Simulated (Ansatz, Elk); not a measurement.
# How far do independent atoms describe Na3Sc?

The structure of Na3Sc used here is made up (a known structure type with other elements) and was relaxed beforehand with PBE. The aim is the Fourier transform of its all-electron density, F(hkl), set beside the sum over free spherical atoms that refinements use.

Main program and level: Elk 11.2.3 (patched build); DFT, PBE, all-electron APW+lo, Dirac cores, scalar-relativistic bands, static density, no spin.

The structure was built from a prototype and need not be the compound's stable phase.

## (1) Set-up

The structure is hexagonal, space group P6_3/mmc (No. 194). Conventional cell: a = 7.143 Å, b = 7.143 Å, c = 5.786 Å, α = 90.00°, β = 90.00°, γ = 120.00°. Sc has 12 Na at 3.53 to 3.57 Å nearest. Nearest to Na lie 8 Na at 3.51 to 3.63 Å and 4 Sc at 3.53 to 3.57 Å. Farther neighbours are not listed.

## (2) Ground state and structure factors

An all-electron density is needed, since X-rays see the cores too. Task 0 finds the density and task 195 Fourier-transforms it; tshift is off so that phases refer to the origin typed.

Contents of elk.in:

```
tasks
  0
  195

xctype
  20

spinpol
  .false.

rgkmax
  7.0

gmaxvr
  14.0

lmaxo
  7

lmaxapw
  8

swidth
  0.002

tshift
  .false.

ramdisk
  .false.

hmaxvr
  5.5

maxscl
  120

epspot
  1e-06

sppath
  './'

avec
  13.49742394275 0.00000000000 0.00000000000
  -6.74871197137 11.68911202007 0.00000000000
  0.00000000000 0.00000000000 10.93438492148

atoms
  2
  'Sc.in'
  2
  0.3333333333 0.6666666667 0.7500000000   0.000000 0.000000 0.000000
  0.6666666667 0.3333333333 0.2500000000   0.000000 0.000000 0.000000
  'Na.in'
  6
  0.8306807161 0.6613614322 0.7500000000   0.000000 0.000000 0.000000
  0.3386385678 0.1693192839 0.7500000000   0.000000 0.000000 0.000000
  0.8306807161 0.1693192839 0.7500000000   0.000000 0.000000 0.000000
  0.1693192839 0.8306807161 0.2500000000   0.000000 0.000000 0.000000
  0.6613614322 0.8306807161 0.2500000000   0.000000 0.000000 0.000000
  0.1693192839 0.3386385678 0.2500000000   0.000000 0.000000 0.000000

ngridk
  4 4 4
```

Run with:

```console
$ OMP_NUM_THREADS=4 elk
```

Numbers of over 12 decimals in the logs are rounded to 6 here.

Output:

```text
┌─────────────────────────┐
│ Elk code version 11.2.3 │
└─────────────────────────┘

All units are atomic (Hartree, Bohr, etc.)

┌─────────────────────────────────────────────────┐
│ Ground-state run starting from atomic densities │
└─────────────────────────────────────────────────┘

Lattice vectors :
   13.49742394       0.000000000       0.000000000
  -6.748711971       11.68911202       0.000000000
   0.000000000       0.000000000       10.93438492

Reciprocal lattice vectors :
  0.4655099620      0.2687623019      -0.000000000
   0.000000000      0.5375246038       0.000000000
   0.000000000      -0.000000000      0.5746263144

Unit cell volume      :    1725.149624
Brillouin zone volume :   0.1437847535

Muffin-tin inner radius fraction :   0.1000000000E-01

Nuclei treated as point charges

Species : 1 (Sc)
 parameters loaded from : Sc.in
 name : scandium
 nuclear charge    :   -21.00000000
 electronic charge :    21.00000000
 atomic mass :    81949.61073
 muffin-tin radius :    2.400000000
 number of radial points in muffin-tin :    993
 inner part over the whole radius :   0.9898716403E-02
 number on inner part of muffin-tin    :    698
 approximate nuclear radius :   0.6711386133E-04
 number of mesh points to nuclear radius :    323
 atomic positions (lattice), magnetic fields (Cartesian) :
  1 :   0.33333333 -0.33333333 -0.25000000    0.00000000  0.00000000  0.00000000
  2 :  -0.33333333  0.33333333  0.25000000    0.00000000  0.00000000  0.00000000

Species : 2 (Na)
 parameters loaded from : Na.in
 name : sodium
 nuclear charge    :   -11.00000000
 electronic charge :    11.00000000
 atomic mass :    41907.78703
 muffin-tin radius :    2.200000000
 number of radial points in muffin-tin :    793
 inner part over the whole radius :   0.9883648912E-02
 number on inner part of muffin-tin    :    551
 approximate nuclear radius :   0.5574345702E-04
 number of mesh points to nuclear radius :    238
 atomic positions (lattice), magnetic fields (Cartesian) :
  1 :  -0.16931928 -0.33863857 -0.25000000    0.00000000  0.00000000  0.00000000
  2 :   0.33863857  0.16931928 -0.25000000    0.00000000  0.00000000  0.00000000
  3 :  -0.16931928  0.16931928 -0.25000000    0.00000000  0.00000000  0.00000000
  4 :   0.16931928 -0.16931928  0.25000000    0.00000000  0.00000000  0.00000000
  5 :  -0.33863857 -0.16931928  0.25000000    0.00000000  0.00000000  0.00000000
  6 :   0.16931928  0.33863857  0.25000000    0.00000000  0.00000000  0.00000000

Total number of atoms per unit cell :    8
Total muffin-tin volume :    383.4251002
 ratio of muffin-tin to unit cell volume :   0.2222561423

Spin treatment :
 spin-unpolarised

Number of Bravais lattice symmetries :   24
Number of crystal symmetries         :   24
Crystal has inversion symmetry
Real symmetric eigensolver will be used

k-point grid :      4     4     4
k-point offset :    0.000000000       0.000000000       0.000000000
k-point set is reduced with full crystal symmetry group
Total number of k-points :       12

Muffin-tin radius times maximum |G+k| :    7.000000000
 using average radius
Maximum |G+k| for APW functions       :    3.111111111
Maximum (1/2)|G+k|²                   :    4.839506173
Maximum |G| for potential and density :    14.00000000
Constant for pseudocharge density :    8
 order of it for each species :   15  15
 order of it for pair densities of each species (exact exchange by exxq0 0: 16) :   11   9
Radial integration step length :    1

G-vector grid sizes :     63    63    49
Number of G-vectors :    79891

Maximum angular momentum used for
 APW functions            :    8
 outer part of muffin-tin :    7
 inner part of muffin-tin :    2

Total nuclear charge    :   -108.0000000
Total core charge       :    32.00000000
Total valence charge    :    76.00000000
Total excess charge     :    0.000000000
Total electronic charge :    108.0000000

Effective Wigner radius, rₛ :    1.562325307

Number of empty states         :     32
Total number of valence states :     71
[...]
Hartree                     :      779.40593046777
 Madelung                    :     -2997.6444927151
 xc potential                :     -210.52029003353
 exchange                    :     -159.98910130426
 correlation                 :     -4.113336
 electron entropic           :    -0.34143357495141E-02
 total energy                :     -2504.1685388336

Density of states at Fermi energy :    270.9648114
 (states/Hartree/unit cell)

Estimated indirect band gap :   0.8836955552E-03
 from k-point 10 to k-point 6
Estimated direct band gap   :   0.4653066756E-02
 at k-point 1

Charges :
 core                        :    32.00000000
 valence                     :    76.00000000
 interstitial                :    9.960307008
 muffin-tins (core leakage)
  species : 1 (Sc)
[...]
species : 2 (Na)
[...]
total in muffin-tins        :    98.03969299
 total calculated charge     :    107.9999989
 total charge                :    108.0000000
 error                       :   0.1134147738E-05

RMS change in Kohn-Sham potential (target) :   0.7972834110     (  0.1000000000E-05)
Absolute change in total energy (target)   :   0.9704776716     (  0.1000000000E-03)

[... loops 3 to 13 left out ...]

┌──────────────────┐
│ Loop number : 14 │
└──────────────────┘

Energies :
 Fermi                       :     0.52434706899097E-01
 sum of occupied eigenvalues :     -1408.5086271460
 electron kinetic            :      2516.5839656247
 core electron kinetic       :      2106.8657773959
 Coulomb                     :     -4855.2975962275
 Coulomb potential           :     -3712.9466378414
 nuclear-nuclear             :     -367.85159811201
 electron-nuclear            :     -5269.3089438222
 Hartree                     :      781.86294570663
 Madelung                    :     -2998.8242773069
 xc potential                :     -212.14595492929
 exchange                    :     -160.10170045331
 correlation                 :     -4.113964
 electron entropic           :    -0.39976244112285E-02
 total energy                :     -2502.9332923973

Density of states at Fermi energy :    313.4704149
 (states/Hartree/unit cell)

Estimated indirect band gap :   0.2285258192E-03
 from k-point 1 to k-point 1
Estimated direct band gap   :   0.2285258192E-03
 at k-point 1

Charges :
 core                        :    32.00000000
 valence                     :    76.00000000
 interstitial                :    9.664318357
 muffin-tins (core leakage)
  species : 1 (Sc)
[...]
species : 2 (Na)
[...]
total in muffin-tins        :    98.33568164
 total calculated charge     :    107.9999987
 total charge                :    108.0000000
 error                       :   0.1277976509E-05

RMS change in Kohn-Sham potential (target) :   0.5115246519E-06 (  0.1000000000E-05)
Absolute change in total energy (target)   :   0.6276871773E-04 (  0.1000000000E-03)

Convergence targets achieved

┌──────────────────┐
│ Loop number : 15 │
└──────────────────┘

Energies :
 Fermi                       :     0.52434779574238E-01
 sum of occupied eigenvalues :     -1408.5086252946
 electron kinetic            :      2516.5839728053
 core electron kinetic       :      2106.8657776251
 Coulomb                     :     -4855.2976004980
 Coulomb potential           :     -3712.9466280396
 nuclear-nuclear             :     -367.85159811201
 electron-nuclear            :     -5269.3089616417
 Hartree                     :      781.86295925568
 Madelung                    :     -2998.8242864782
 xc potential                :     -212.14597006033
 exchange                    :     -160.10170125035
 correlation                 :     -4.113964
 electron entropic           :    -0.39976333715381E-02
 total energy                :     -2502.9332902851

Density of states at Fermi energy :    313.4712564
 (states/Hartree/unit cell)

Estimated indirect band gap :   0.2285813794E-03
 from k-point 1 to k-point 1
Estimated direct band gap   :   0.2285813794E-03
 at k-point 1

Charges :
 core                        :    32.00000000
 valence                     :    76.00000000
 interstitial                :    9.664316343
 muffin-tins (core leakage)
  species : 1 (Sc)
[...]
species : 2 (Na)
[...]
atom 4                    :    10.07147516     ( -0.9715865623E-07)
   atom 5                    :    10.07147516     ( -0.9715865623E-07)
   atom 6                    :    10.07147516     ( -0.9715865623E-07)
 total in muffin-tins        :    98.33568366
 total calculated charge     :    107.9999987
 total charge                :    108.0000000
 error                       :   0.1277927666E-05

┌──────────────────────────────┐
│ Self-consistent loop stopped │
└──────────────────────────────┘

Wrote STATE.OUT
```

It took 53 s on 4 threads of Intel Xeon Platinum 8488C (Sapphire Rapids), shared host; peak memory 0.39 GiB; 2.1 min of CPU time.

SFACRHO.OUT:

```text

h k l indices transformed by vhmat matrix:
   1.000000000       0.000000000       0.000000000    
   0.000000000       1.000000000       0.000000000    
   0.000000000       0.000000000       1.000000000    

      h      k      l  multipl.   |H|            Re(F)            Im(F)           |F|

      0      0      0      1   0.0000000       108.00000      0.31261648E-17   108.00000    
     -1      0      0      6  0.53752460      -10.305259     -0.29926576E-14   10.305259    
      0      0     -1      2  0.57462631     -0.14309474E-13  -0.0000000      0.14309474E-13
      0     -1     -1      6  0.78684694      -13.552333     -0.18704110E-13   13.552333    
      1      0      1      6  0.78684694       13.552333     -0.44889863E-14   13.552333    
     -2      1      0      6  0.93101992       15.444570      0.13997650E-13   15.444570    
      0      2      0      6   1.0750492      -42.527819     -0.40400877E-13   42.527819    
      1     -2      1     12   1.0940720     -0.19997232E-07  0.14963288E-14  0.19997232E-07
      0      0      2      2   1.1492526      -83.629856      0.29061814E-15   83.629856    
     -2      0      1      6   1.2189857       71.170334     -0.22444932E-14   71.170334    
      2     -2     -1      6   1.2189857      -71.170334      0.52371507E-13   71.170334    
     -1      0     -2      6   1.2687452       7.9034352      0.29926576E-14   7.9034352    
      1      0     -2      6   1.2687452       7.9034352     -0.14963288E-14   7.9034352    
     -2      3      0     12   1.4221564      -4.7813077     -0.29926576E-14   4.7813077    
      1     -2     -2     12   1.4790469      -13.071015      0.47835761E-13   13.071015    
      1      2     -1     12   1.5338593       12.145185      0.14215123E-13   12.145185    
      2     -3      1     12   1.5338593      -12.145185     -0.44889863E-14   12.145185    
      0     -2     -2      6   1.5736939       37.410959     -0.26933918E-13   37.410959
```

Elk indexes on the primitive cell of elk.in and gives |H| = 4π sin θ/λ in inverse bohr. Below, one row stands for each form hkl of the conventional cell (m members, Friedel mates merged), F is for one primitive cell and the density is static (no thermal factor). Free-atom factors are Waasmaier and Kirfel's, and R is Σm||F|−|F'||/Σm|F|.

```
hkl   m  sin θ/λ (Å⁻¹)  abs F, DFT  neutral atoms   diff.
100   6          0.081      10.305         10.147  +0.159
001   2          0.086       0.000          0.000  +0.000
101  12          0.118      13.552         13.614  -0.061
110   6          0.140      15.445         15.663  -0.218
200   6          0.162      42.528         42.841  -0.313
111  12          0.165       0.000          0.000  +0.000
002   2          0.173      83.630         84.151  -0.521
201  12          0.183      71.170         71.542  -0.372
102  12          0.191       7.903          7.911  -0.008
210  12          0.214       4.781          4.722  +0.059
112  12          0.222      13.071         12.979  +0.092
211  24          0.231      12.145         12.083  +0.063
202  12          0.237      37.411         37.527  -0.116
300   6          0.242      12.458         12.364  +0.093
301  12          0.257       2.979          3.002  -0.024
003   2          0.259       0.000          0.000  +0.000
103  12          0.272       9.713          9.641  +0.072
212  24          0.275       4.225          4.147  +0.078
220   6          0.280      68.617         68.796  -0.180
310  12          0.291       6.540          6.506  +0.033
221  12          0.293       0.000          0.000  +0.000
113  12          0.295       0.000          0.000  +0.000
```

## (3) The highest occupied states alone

An energy window below the Fermi level keeps the highest occupied states, to see at which angles they scatter; shallow core shells can lie inside it and anion s states outside. No new self-consistency is needed.

elk.in, as its differences from that of step 2:

```diff
@@ -1,3 +1,2 @@
 tasks
-  0
   195
@@ -40,2 +39,5 @@
 
+wsfac
+  -0.388560 0.352430
+
 sppath
```

Run with:

```console
$ OMP_NUM_THREADS=4 elk
```

Output:

```text
┌─────────────────────────────────┐
│ Elk code version 11.2.3 started │
└─────────────────────────────────┘

Info(readinput): the functional depends on the density's gradient
 muffin-tin radial points multiplied by    2.00000
 (not where nrmtscf is given)

┌────────────────────┐
│ Current task : 195 │
└────────────────────┘

Info(sfacrho): density structure factors written to SFACRHO.OUT

 Energy window :  -0.3885600000      0.3524300000

┌──────────────────┐
│ Elk code stopped │
└──────────────────┘
```

Wall time 19 s (4 threads); peak memory 0.24 GiB; 20 s of CPU time.

States within 12 eV below the Fermi level hold 12.00 electrons; any levels below the window count with the cores. Their amplitudes can exceed the total, where window and core parts have opposite phase:

```
hkl  sin θ/λ (Å⁻¹)  abs F, window  abs F, all
100          0.081          1.500      10.305
001          0.086          0.000       0.000
101          0.118          1.406      13.552
110          0.140          1.091      15.445
200          0.162          0.263      42.528
111          0.165          0.000       0.000
002          0.173          0.462      83.630
201          0.183          0.381      71.170
102          0.191          0.348       7.903
210          0.214          0.324       4.781
```

## (4) Another functional

The difference from free atoms is small, so it is set against the change that PBEsol makes.

elk.in, as its differences from that of step 3:

```diff
@@ -1,2 +1,3 @@
 tasks
+  0
   195
@@ -4,3 +5,3 @@
 xctype
-  20
+  22
 
@@ -39,5 +40,2 @@
 
-wsfac
-  -0.388560 0.352430
-
 sppath
```

Run with:

```console
$ OMP_NUM_THREADS=4 elk
```

Output:

```text
┌─────────────────────────┐
│ Elk code version 11.2.3 │
└─────────────────────────┘

All units are atomic (Hartree, Bohr, etc.)

┌─────────────────────────────────────────────────┐
│ Ground-state run starting from atomic densities │
└─────────────────────────────────────────────────┘

Lattice vectors :
   13.49742394       0.000000000       0.000000000
  -6.748711971       11.68911202       0.000000000
   0.000000000       0.000000000       10.93438492

Reciprocal lattice vectors :
  0.4655099620      0.2687623019      -0.000000000
[...]
valence                     :    76.00000000
 interstitial                :    9.679891502
 muffin-tins (core leakage)
  species : 1 (Sc)
[...]
species : 2 (Na)
[...]
atom 5                    :    10.06911277     ( -0.9715865401E-07)
   atom 6                    :    10.06911277     ( -0.9715865401E-07)
 total in muffin-tins        :    98.32010850
 total calculated charge     :    107.9999987
 total charge                :    108.0000000
 error                       :   0.1297395102E-05

┌──────────────────────────────┐
│ Self-consistent loop stopped │
└──────────────────────────────┘

Wrote STATE.OUT
[key lines of the parts left out:]
total energy                :     -2498.8064627570
```

It took 48 s on 4 threads; peak memory 0.4 GiB.

Against the first run R = 0.08 %; the largest change is -0.040 at 222.

## (5) Basis size

A smaller basis shows how fast F responds to it; the change is likely larger than the basis error of the first run, but doesn't show convergence.

elk.in, as its differences from that of step 4:

```diff
@@ -5,3 +5,3 @@
 xctype
-  22
+  20
 
@@ -11,3 +11,3 @@
 rgkmax
-  7.0
+  5.5
```

Run with:

```console
$ OMP_NUM_THREADS=4 elk
```

Output:

```text
┌─────────────────────────┐
│ Elk code version 11.2.3 │
└─────────────────────────┘

All units are atomic (Hartree, Bohr, etc.)

┌─────────────────────────────────────────────────┐
│ Ground-state run starting from atomic densities │
└─────────────────────────────────────────────────┘

Lattice vectors :
   13.49742394       0.000000000       0.000000000
  -6.748711971       11.68911202       0.000000000
   0.000000000       0.000000000       10.93438492

Reciprocal lattice vectors :
  0.4655099620      0.2687623019      -0.000000000
[...]
valence                     :    76.00000000
 interstitial                :    9.778308542
 muffin-tins (core leakage)
  species : 1 (Sc)
[...]
species : 2 (Na)
[...]
atom 5                    :    10.06510008     ( -0.9715865890E-07)
   atom 6                    :    10.06510008     ( -0.9715865890E-07)
 total in muffin-tins        :    98.22169146
 total calculated charge     :    107.9999863
 total charge                :    108.0000000
 error                       :   0.1365147230E-04

┌──────────────────────────────┐
│ Self-consistent loop stopped │
└──────────────────────────────┘

Wrote STATE.OUT
[key lines of the parts left out:]
total energy                :     -2502.8396331033
```

Wall time 38 s (4 threads); peak memory 0.34 GiB; 73 s of CPU time.

Against the first run R = 0.05 %; the largest change is +0.044 at 403.

## (6) Settings against the effect

```
          run  R against the first run (%)  R against neutral atoms, low angle (%)  wall time
PBE, rgkmax 7                         0.00                                    0.60       53 s
       PBEsol                         0.08                                    0.61       48 s
   rgkmax 5.5                         0.05                                    0.60       38 s
```

## (7) What came out

| Property | Result |
| --- | --- |
| R against neutral atoms, sin θ/λ < 0.3 Å⁻¹ | 0.60 % |
| R against neutral atoms, 0.3 to 0.65 Å⁻¹ | 0.20 % |

In words: Independent neutral atoms miss the calculated amplitudes by R = 0.60 % below 0.3 Å⁻¹ and 0.20 % from there to 0.65 Å⁻¹; by shells, 0.95 % below 0.15 Å⁻¹ (3 forms), 0.56 % 0.15 to 0.3 (15 forms), 0.29 % 0.3 to 0.45 (32 forms), 0.15 % above 0.45 (83 forms). Bonding, aspherical density and the tables' own atoms all enter these figures, and the runs don't part them. The largest change of an amplitude is -0.52 electrons, at 002. The window's part falls from 12.0 electrons at the origin to at most 0.21 between 0.45 and 0.65 Å⁻¹. Below 0.3 Å⁻¹ the changes that finished (PBEsol and rgkmax 5.5) move F by R = 0.09 % at most, against the 0.60 % that separates it from free atoms. The k-mesh has no finished test. Part of the difference isn't bonding: the tables are fits to free atoms and ions calculated by other methods than this functional. Thermal motion, anomalous dispersion and extinction are left out.

[Logs are printed without paths, hosts, clocks, repeated set-up lines and the standing remarks that a program may print on its own settings, such as how far it seeks lower states.]

[Hosts, paths, dates, database ids (printed as entryN), source tags and the programs' standing remarks are cut or masked in the printed files.]
